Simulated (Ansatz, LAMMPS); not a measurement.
# Elastic response of Ga2O3 with crystalline order left by the classical run (100 atoms), part 2 of 3

Aim: relax Ga2O3 with crystalline order left by the classical run (100 atoms), then change its volume and shape to read moduli from the stress.

Ansatz 0.2.0; Kohn-Sham DFT, PBE, PAW (set soft_2), plane waves.

The cell: 40 Ga and 60 O. The quench rate of 200 K/ps is many orders above laboratory rates. The network of bonds at the start is that of the classical potential that made the cell. Sampling is at Γ alone.

So far. Step 2 (Single point at the start): The r.m.s. force at the start is 0.38 eV/Å. Step 3 (Cell and atoms relaxed): The relaxation converged after 26 steps, with a largest force component of 0.015 eV/Å.

## (4) Single point at the relaxed geometry

One more single point at the end of the walk gives the fuller output and checks the residual forces.

Contents of input.yaml:

```yaml
crystal:
  lattice:
    - [10.69715, 0.22314, 0.2259]
    - [0.22314, 10.26856, -0.37119]
    - [0.2259, -0.37119, 10.39076]
  atoms:
    - { symbol: Ga, position: [0.91457, 0.76226, 0.86045] }
    - { symbol: Ga, position: [0.48591, 0.51458, 0.47876] }
    - { symbol: Ga, position: [0.63682, 0.07187, 0.52123] }
    - { symbol: Ga, position: [0.20514, 0.67522, 0.9905] }
    - { symbol: Ga, position: [0.04143, 0.03227, 0.87745] }
    - { symbol: Ga, position: [0.06779, 0.84891, 0.15155] }
    [... 88 atom lines left out ...]
    - { symbol: O, position: [0.06424, 0.66688, 0.10739] }
    - { symbol: O, position: [0.71674, 0.89293, 0.14958] }
    - { symbol: O, position: [0.23083, 0.84652, 0.0677] }
    - { symbol: O, position: [0.8715, 0.10878, 0.89511] }
    - { symbol: O, position: [0.59136, 0.61719, 0.90236] }
    - { symbol: O, position: [0.99841, 0.24456, 0.28595] }
kpoints:
  mp_grid: { grid: [1, 1, 1] }
hamiltonian:
  xc: pbe
scf:
  occupations: { method: fixed }
output:
  forces: true
  stress: true
  populations: true
  dos:
    method: { smearing: { sigma: 0.15 } }
    de: 0.1
    projected: { site_lists: { Ga: [Ga], O: [O] } }
  eigenvalues: true
  write_density: true
  write_potential: true
  volumetric_format: npy
  elf: true
```

Command:

```bash
$ ansatz run input.yaml --threads 4 --pin off --max-ram 8192MiB --backend cpu --events-out ev --progress --plain --runs-dir out
```

Numbers of over 12 decimals in the logs are rounded to 6 here.

Log:

```text
[...]
Crystal: 100 atoms, lattice volume = 1138.813 Å³
Basis set: ecut = 420 eV, 22269 PW (Γ), exchange–correlation on 144×144×144 points (8 copies of the dense FFT grid, shifted against one another)
Bands: 540, of which v1, the nominal top of the filled ones, is band 440 counted from 1 (439 counted from 0)
Symmetry: 1 space group operations
[...]
k-points: 1
[...]
SCF iter   1: F=—  HF=-185389.467517 eV  |F-HF|=—  |Δ(HF+E_count)|=         —  Δρ=2.45e-3  dr2=8.82e-2  ethr=1.77e-3  ⟨swp⟩=5.0  Hψ=1598  notcnv=0  defer=98
[...]
SCF iter   9: F=-185389.467019 eV  HF=-185389.467019 eV  |F-HF|=3.93e-8  |Δ(HF+E_count)|=   3.43e-7  Δρ=3.19e-6  dr2=9.99e-8  ethr=1.14e-11  ⟨swp⟩=15.0  Hψ=4151  notcnv=0
SCF 1 converged in 9 iterations: F = -185389.467019 eV  dr2 = 9.99e-8
[...]
SCF converged after 9 iterations
Free energy (F): -185389.467019 eV
[...]
Internal energy: -185389.467019 eV  (E = F + TS)
E sigma→0 (E₀):  -185389.467019 eV
Fermi energy:    7.517922 eV
[...]
--- Forces (eV/Å), atoms counted from 1 ---
  atom   1  Ga     0.01209714     0.00442704     0.00628954
  atom   2  Ga    -0.00134669    -0.00324429    -0.00575507
  atom   3  Ga    -0.00144783     0.00522185     0.00709950
  atom   4  Ga     0.00601569    -0.00669439    -0.00926407
  atom   5  Ga     0.00463235    -0.00737401     0.00000364
  atom   6  Ga    -0.01535604     0.00561960    -0.00128886
  atom   7  Ga     0.00581284    -0.00529549     0.00338929
  atom   8  Ga     0.00175840     0.00275743    -0.00710388
  atom   9  Ga    -0.00508862     0.00367424     0.00108933
  atom  10  Ga     0.00555725    -0.00302239     0.00134212
  atom  11  Ga    -0.00088120    -0.00060140    -0.00410820
  atom  12  Ga     0.00483466    -0.00366434    -0.00590901
  atom  13  Ga     0.00317842     0.00369130     0.00335437
  atom  14  Ga     0.00520941    -0.00054477     0.00133175
[...]
atom  99  O      0.00219048    -0.00722962     0.00134067
  atom 100  O      0.00657050    -0.00117992    -0.00201020
  max |Σ_I F_I| component: 5.78e-5 eV/Å
--- Stress (GPa, compression-positive) ---
       -0.024956       0.006973       0.010728
        0.006973      -0.011526      -0.001853
        0.010728      -0.001853      -0.014090
  P = ⅓ Tr σ = -0.0169 GPa (-0.169 kbar)
--- Band table (eV) ---
[...]
--- Löwdin populations: 100 sites ---
  site symbol       q [e]
     0     Ga     11.9864
     1     Ga     11.9863
     2     Ga     11.9905
[...]
99      O      6.6457
  spilling = 0.003169 (of n_electrons = 880.000000)
```

Run time: 48 s. Hardware: 4 threads of AMD EPYC 7R43, shared host; peak memory 1.9 GiB.

Read from the output:

```
free energy                                      : -185389.4670 eV
free energy per atom                             : -1853.8947 eV/atom
SCF cycles                                       : 9
pressure                                         : -0.01686 GPa
r.m.s. force component                           : 0.00399 eV/Å
longest force                                    : 0.0164 eV/Å
Fermi energy                                     : 7.518 eV
gap (highest filled to lowest empty level) : 1.313 eV
spilling of the projection                       : 0.003169
```

## (5) Volume -3 %

The relaxed cell is scaled evenly and the atoms are relaxed again; the stress at the end gives one point of P(V).

input.yaml, the sections that differ from step 4:

```yaml
crystal:
  lattice:
    - [10.58909, 0.22089, 0.22362]
    - [0.22089, 10.16483, -0.36744]
    - [0.22362, -0.36744, 10.2858]
  atoms:
    [... the 100 atom lines of step 4 ...]
output:
  forces: true
  eigenvalues: true
  stress: true
relax:
  f_tol: 0.05
  max_steps: 70
# kpoints, hamiltonian, scf: as in step 4
```

Log:

```text
Warning: output.stress: scf.convergence.dr2_threshold = 1e-7 eV (the SCF's general default) is looser than the 1e-8 eV advised for a printed stress (1e-10 eV for each atom of the cell: 100). What an SCF threshold leaves in a stress goes as its square root, and in the free energy as the threshold itself, and one threshold admits the most on a small cell: [...]
[...]
Crystal: 100 atoms, lattice volume = 1104.649 Å³
Basis set: ecut = 420 eV, 21539 PW (Γ), exchange–correlation on 144×144×144 points (8 copies of the dense FFT grid, shifted against one another)
Bands: 540, of which v1, the nominal top of the filled ones, is band 440 counted from 1 (439 counted from 0)
Symmetry: 1 space group operations
[...]
k-points: 1
[...]
SCF iter   1: F=—  HF=-185388.882937 eV  |F-HF|=—  |Δ(HF+E_count)|=         —  Δρ=2.51e-3  dr2=9.06e-2  ethr=1.77e-3  ⟨swp⟩=5.0  Hψ=1615  notcnv=0  defer=98
[...]
SCF iter   6: F=-185388.878512 eV  HF=-185388.878509 eV  |F-HF|=3.61e-6  |Δ(HF+E_count)|=   1.67e-5  Δρ=2.76e-5  dr2=8.16e-6  ethr=7.10e-9  ⟨swp⟩=10.0  Hψ=2768  notcnv=0
SCF 1 converged in 6 iterations: F = -185388.878512 eV  dr2 = 8.16e-6
[...]
relax step   1: F+E_penalty+E_count = -185388.87851239 eV  Δ(F+E_penalty+E_count) = +0.000e0 eV  max|allowed force component| = 3.010e-1 eV/Å  Δτ_max = 0.0000 Å  (6 SCF iters, dr2 threshold 6.25e-5 eV, accepted)
[...]
relax step   2: F+E_penalty+E_count = -185388.98977241 eV  Δ(F+E_penalty+E_count) = -1.113e-1 eV  max|allowed force component| = 1.596e-1 eV/Å  Δτ_max = 0.0341 Å  (6 SCF iters, dr2 threshold 5.66e-6 eV, accepted)
[...]
relax step   3: F+E_penalty+E_count = -185389.06968804 eV  Δ(F+E_penalty+E_count) = -7.992e-2 eV  max|allowed force component| = 1.127e-1 eV/Å  Δτ_max = 0.0437 Å  (9 SCF iters, accepted)
relax step   4: F+E_penalty+E_count = -185389.07234827 eV  Δ(F+E_penalty+E_count) = -2.660e-3 eV  max|allowed force component| = 4.290e-1 eV/Å  Δτ_max = 0.2000 Å  (9 SCF iters, dr2 threshold 3.57e-6 eV, accepted)
relax step   5: F+E_penalty+E_count = -185389.12936297 eV  Δ(F+E_penalty+E_count) = -5.701e-2 eV  max|allowed force component| = 1.428e-1 eV/Å  Δτ_max = 0.0723 Å  (6 SCF iters, dr2 threshold 9.18e-5 eV, accepted)
[...]
relax step   6: F+E_penalty+E_count = -185389.14044535 eV  Δ(F+E_penalty+E_count) = -1.108e-2 eV  max|allowed force component| = 2.810e-2 eV/Å  Δτ_max = 0.0244 Å  (8 SCF iters, accepted)
SCF converged after 8 iterations
Free energy (F): -185389.140445 eV
[...]
Internal energy: -185389.140445 eV  (E = F + TS)
E sigma→0 (E₀):  -185389.140445 eV
Fermi energy:    7.862243 eV
[...]
--- Forces (eV/Å), atoms counted from 1 ---
  atom   1  Ga     0.00178869    -0.00256368     0.00083216
  atom   2  Ga     0.00971462     0.00060950    -0.00315087
  atom   3  Ga    -0.00459211    -0.00159506    -0.00470807
  atom   4  Ga    -0.00264834     0.00623720     0.00884926
  atom   5  Ga     0.00142876    -0.00764346    -0.00570497
  atom   6  Ga     0.01009829    -0.00576108    -0.00081381
  atom   7  Ga    -0.01322604     0.00951995    -0.00093890
  atom   8  Ga    -0.00026081    -0.00180924    -0.00120753
  atom   9  Ga     0.00286273     0.00780295    -0.00285013
  atom  10  Ga    -0.01051759     0.00940454    -0.01081792
  atom  11  Ga    -0.00626843    -0.01112927    -0.00263563
  atom  12  Ga     0.00730968    -0.00369115     0.00685136
  atom  13  Ga    -0.00993355    -0.00303474    -0.00968586
  atom  14  Ga     0.00193047     0.00351866     0.00875710
[...]
atom  99  O      0.00045005    -0.00045856    -0.00423539
  atom 100  O      0.00786785     0.00009529    -0.00864558
  max |Σ_I F_I| component: 7.45e-5 eV/Å
--- Stress (GPa, compression-positive) ---
        2.757612       0.482829      -0.216646
        0.482829       3.311121      -0.052063
       -0.216646      -0.052063       2.477865
  P = ⅓ Tr σ = 2.8489 GPa (28.489 kbar)
--- Band table (eV) ---
[...]
--- Relaxed structure (6 steps of the walk, 6 accepted, 0 SCFs on fresh bases) ---
  F+E_penalty+E_count = -185389.14044535 eV   max|allowed force component| = 2.810e-2 eV/Å
  atoms:
    - { symbol: Ga, position: [0.915017, 0.758783, 0.858953] }
    - { symbol: Ga, position: [0.483704, 0.518061, 0.477499] }
    - { symbol: Ga, position: [0.634009, 0.076882, 0.520189] }
    - { symbol: Ga, position: [0.202794, 0.677278, 0.987364] }
[...]
- { symbol: O, position: [0.997278, 0.242576, 0.282234] }
```

It took 3.3 min on 4 threads; peak memory 1.9 GiB; 12 min of CPU time.

The program notes that the SCF threshold is loose for the stress.

The relaxation converged after 6 steps, 0.262 eV below its start, with a largest force component of 0.028 eV/Å.

Volume -3 %: the energy stands 0.327 eV above that of the reference, at a pressure of 2.85 GPa.

## (6) Volume +3 %

The relaxed cell is scaled to another volume.

input.yaml, the sections that differ from step 5:

```yaml
crystal:
  lattice:
    - [10.80307, 0.22535, 0.22814]
    - [0.22535, 10.37024, -0.37487]
    - [0.22814, -0.37487, 10.49365]
  atoms:
    [... the 100 atom lines of step 4 ...]
# kpoints, hamiltonian, scf, output, relax: as in step 5
```

Log:

```text
[...]
Crystal: 100 atoms, lattice volume = 1172.979 Å³
Basis set: ecut = 420 eV, 22951 PW (Γ), exchange–correlation on 150×144×144 points (8 copies of the dense FFT grid, shifted against one another)
Bands: 540, of which v1, the nominal top of the filled ones, is band 440 counted from 1 (439 counted from 0)
Symmetry: 1 space group operations
[...]
k-points: 1
[...]
SCF iter   1: F=—  HF=-185388.950601 eV  |F-HF|=—  |Δ(HF+E_count)|=         —  Δρ=2.43e-3  dr2=8.74e-2  ethr=1.77e-3  ⟨swp⟩=5.0  Hψ=1595  notcnv=0  defer=98
[...]
SCF iter   5: F=—  HF=-185388.951509 eV  |F-HF|=—  |Δ(HF+E_count)|=   1.00e-4  Δρ=1.19e-4  dr2=1.46e-4  ethr=4.81e-8  ⟨swp⟩=2.0  Hψ=870  notcnv=0  defer=98
SCF iter   6: F=-185388.951537 eV  HF=-185388.951532 eV  |F-HF|=4.14e-6  |Δ(HF+E_count)|=   2.35e-5  Δρ=2.92e-5  dr2=1.02e-5  ethr=7.10e-9  ⟨swp⟩=9.0  Hψ=2754  notcnv=0
SCF 1 converged in 6 iterations: F = -185388.951537 eV  dr2 = 1.02e-5
[...]
relax step   1: F+E_penalty+E_count = -185388.95153663 eV  Δ(F+E_penalty+E_count) = +0.000e0 eV  max|allowed force component| = 2.667e-1 eV/Å  Δτ_max = 0.0000 Å  (6 SCF iters, dr2 threshold 6.25e-5 eV, accepted)
[...]
relax step   2: F+E_penalty+E_count = -185389.04771384 eV  Δ(F+E_penalty+E_count) = -9.618e-2 eV  max|allowed force component| = 1.367e-1 eV/Å  Δτ_max = 0.0342 Å  (7 SCF iters, dr2 threshold 4.44e-6 eV, accepted)
[...]
relax step   3: F+E_penalty+E_count = -185389.11294223 eV  Δ(F+E_penalty+E_count) = -6.523e-2 eV  max|allowed force component| = 9.025e-2 eV/Å  Δτ_max = 0.0432 Å  (9 SCF iters, accepted)
relax step   4: F+E_penalty+E_count = -185389.14728949 eV  Δ(F+E_penalty+E_count) = -3.435e-2 eV  max|allowed force component| = 6.191e-2 eV/Å  Δτ_max = 0.0746 Å  (10 SCF iters, accepted)
[...]
relax step   5: F+E_penalty+E_count = -185389.15309217 eV  Δ(F+E_penalty+E_count) = -5.803e-3 eV  max|allowed force component| = 1.943e-2 eV/Å  Δτ_max = 0.0223 Å  (9 SCF iters, accepted)
SCF converged after 9 iterations
Free energy (F): -185389.153092 eV
[...]
Internal energy: -185389.153092 eV  (E = F + TS)
E sigma→0 (E₀):  -185389.153092 eV
Fermi energy:    7.185863 eV
[...]
Σ components = -185389.153092   (vs F -185389.153092, Δ=0.00e0)
--- Forces (eV/Å), atoms counted from 1 ---
  atom   1  Ga     0.00701658     0.00244425     0.00619798
  atom   2  Ga    -0.00952815     0.00666384    -0.00948599
  atom   3  Ga    -0.00455447    -0.01559300     0.00867582
  atom   4  Ga    -0.00350035     0.00067113     0.00002729
[...]
atom 100  O      0.00907683     0.01845933     0.00122967
  max |Σ_I F_I| component: 2.06e-5 eV/Å
--- Stress (GPa, compression-positive) ---
       -2.853881      -0.264397       0.094484
       -0.264398      -3.293409      -0.017394
        0.094484      -0.017394      -2.697507
  P = ⅓ Tr σ = -2.9483 GPa (-29.483 kbar)
--- Band table (eV) ---
[...]
--- Relaxed structure (5 steps of the walk, 5 accepted, 0 SCFs on fresh bases) ---
  F+E_penalty+E_count = -185389.15309217 eV   max|allowed force component| = 1.943e-2 eV/Å
  atoms:
    - { symbol: Ga, position: [0.914422, 0.765076, 0.860967] }
    - { symbol: Ga, position: [0.486806, 0.512692, 0.478772] }
    - { symbol: Ga, position: [0.639148, 0.068845, 0.521028] }
    - { symbol: Ga, position: [0.205717, 0.674897, 0.991579] }
[...]
- { symbol: O, position: [0.998406, 0.245775, 0.290211] }
```

Run time: 2.4 min. Hardware: 4 threads; peak memory 1.9 GiB; 9 min of CPU time.

The relaxation converged after 5 steps, 0.202 eV below its start, with a largest force component of 0.019 eV/Å.

Volume +3 %: the energy stands 0.314 eV above that of the reference, at a pressure of -2.95 GPa.

## (7) Volume -6 %

The relaxed cell is scaled to another volume.

Input and log are left out; they have the form of those shown for this kind of step.

The job ended after 7.1 min (4 threads of AMD EPYC 7R43, shared host; peak memory 1.8 GiB; 26 min of CPU time).

The relaxation converged after 9 steps, 1.32 eV below its start, with a largest force component of 0.029 eV/Å.

Volume -6 %: the energy stands 1.13 eV above that of the reference, at a pressure of 5.28 GPa.

## (8) Volume +6 %

The relaxed cell is scaled to another volume.

input.yaml, the sections that differ from step 6:

```yaml
crystal:
  lattice:
    - [10.90695, 0.22752, 0.23033]
    - [0.22752, 10.46996, -0.37847]
    - [0.23033, -0.37847, 10.59455]
  atoms:
    [... the 100 atom lines of step 4 ...]
# kpoints, hamiltonian, scf, output, relax: as in step 6
```

Log:

```text
[...]
Crystal: 100 atoms, lattice volume = 1207.142 Å³
Basis set: ecut = 420 eV, 23589 PW (Γ), exchange–correlation on 150×144×144 points (8 copies of the dense FFT grid, shifted against one another)
Bands: 540, of which v1, the nominal top of the filled ones, is band 440 counted from 1 (439 counted from 0)
Symmetry: 1 space group operations
[...]
k-points: 1
[...]
SCF iter   1: F=—  HF=-185387.498352 eV  |F-HF|=—  |Δ(HF+E_count)|=         —  Δρ=2.43e-3  dr2=8.76e-2  ethr=1.77e-3  ⟨swp⟩=4.0  Hψ=1577  notcnv=0  defer=96
[...]
SCF iter   5: F=—  HF=-185387.500136 eV  |F-HF|=—  |Δ(HF+E_count)|=   1.13e-4  Δρ=1.23e-4  dr2=1.65e-4  ethr=5.16e-8  ⟨swp⟩=2.0  Hψ=870  notcnv=0  defer=98
SCF iter   6: F=-185387.500166 eV  HF=-185387.500162 eV  |F-HF|=4.26e-6  |Δ(HF+E_count)|=   2.65e-5  Δρ=3.14e-5  dr2=1.21e-5  ethr=7.10e-9  ⟨swp⟩=9.0  Hψ=2853  notcnv=0
SCF 1 converged in 6 iterations: F = -185387.500166 eV  dr2 = 1.21e-5
[...]
relax step   1: F+E_penalty+E_count = -185387.50016642 eV  Δ(F+E_penalty+E_count) = +0.000e0 eV  max|allowed force component| = 5.012e-1 eV/Å  Δτ_max = 0.0000 Å  (6 SCF iters, dr2 threshold 6.25e-5 eV, accepted)
[...]
relax step   2: F+E_penalty+E_count = -185387.86250666 eV  Δ(F+E_penalty+E_count) = -3.623e-1 eV  max|allowed force component| = 2.623e-1 eV/Å  Δτ_max = 0.0690 Å  (7 SCF iters, dr2 threshold 1.57e-5 eV, accepted)
[...]
relax step   3: F+E_penalty+E_count = -185388.09618160 eV  Δ(F+E_penalty+E_count) = -2.337e-1 eV  max|allowed force component| = 1.613e-1 eV/Å  Δτ_max = 0.0830 Å  (8 SCF iters, dr2 threshold 4.30e-6 eV, accepted)
relax step   4: F+E_penalty+E_count = -185388.20376000 eV  Δ(F+E_penalty+E_count) = -1.076e-1 eV  max|allowed force component| = 1.520e-1 eV/Å  Δτ_max = 0.1626 Å  (8 SCF iters, dr2 threshold 7.13e-6 eV, accepted)
relax step   5: F+E_penalty+E_count = -185388.23558803 eV  Δ(F+E_penalty+E_count) = -3.183e-2 eV  max|allowed force component| = 9.079e-2 eV/Å  Δτ_max = 0.0854 Å  (7 SCF iters, dr2 threshold 8.74e-6 eV, accepted)
relax step   6: F+E_penalty+E_count = -185388.24491196 eV  Δ(F+E_penalty+E_count) = -9.324e-3 eV  max|allowed force component| = 2.372e-2 eV/Å  Δτ_max = 0.0345 Å  (7 SCF iters, dr2 threshold 2.94e-6 eV, accepted)
[...]
relax step   7: F+E_penalty+E_count = -185388.24491233 eV  Δ(F+E_penalty+E_count) = -3.644e-7 eV  max|allowed force component| = 2.367e-2 eV/Å  Δτ_max = 0.0000 Å  (3 SCF iters, accepted)
SCF converged after 3 iterations
Free energy (F): -185388.244912 eV
[...]
Internal energy: -185388.244912 eV  (E = F + TS)
E sigma→0 (E₀):  -185388.244912 eV
Fermi energy:    6.849179 eV
[...]
Σ components = -185388.244912   (vs F -185388.244912, Δ=0.00e0)
--- Forces (eV/Å), atoms counted from 1 ---
  atom   1  Ga     0.00695756     0.00358139    -0.00518970
  atom   2  Ga     0.00446183     0.00632345     0.00934756
  atom   3  Ga     0.00001878     0.01062870     0.00286186
  atom   4  Ga     0.00078748    -0.00279274    -0.00600804
[...]
atom 100  O     -0.00161826    -0.01423878    -0.00207917
  max |Σ_I F_I| component: 1.66e-4 eV/Å
--- Stress (GPa, compression-positive) ---
       -5.193715      -0.408071       0.027092
       -0.408071      -6.088073      -0.077866
        0.027092      -0.077866      -4.990726
  P = ⅓ Tr σ = -5.4242 GPa (-54.242 kbar)
--- Band table (eV) ---
[...]
--- Relaxed structure (7 steps of the walk, 7 accepted, 0 SCFs on fresh bases) ---
  F+E_penalty+E_count = -185388.24491233 eV   max|allowed force component| = 2.367e-2 eV/Å
  atoms:
    - { symbol: Ga, position: [0.914304, 0.767339, 0.860731] }
    - { symbol: Ga, position: [0.486089, 0.512894, 0.479742] }
    - { symbol: Ga, position: [0.641891, 0.065813, 0.519538] }
    - { symbol: Ga, position: [0.205860, 0.675258, 0.993293] }
[...]
- { symbol: O, position: [0.999067, 0.246881, 0.293979] }
```

It took 4.1 min on 4 threads; peak memory 2 GiB; 15 min of CPU time.

The relaxation converged after 7 steps, 0.745 eV below its start, with a largest force component of 0.024 eV/Å.

Volume +6 %: the energy stands 1.22 eV above that of the reference, at a pressure of -5.42 GPa.

## (9) Volume -10 %

The relaxed cell is scaled to another volume.

Input and log are left out; they have the form of those shown for this kind of step.

It took 5.6 min on 4 threads of AMD EPYC 7R43, shared host; peak memory 1.8 GiB.

The relaxation converged after 10 steps, 3.93 eV below its start, with a largest force component of 0.029 eV/Å.

Volume -10 %: the energy stands 3.41 eV above that of the reference, at a pressure of 11.2 GPa.

(Continued in part 3 of 3.)

[Logs are printed without paths, hosts, clocks, repeated set-up lines and the standing remarks that a program may print on its own settings, such as how far it seeks lower states.]

[Hosts, paths, dates, database ids (printed as entryN), source tags and the programs' standing remarks are cut or masked in the printed files.]
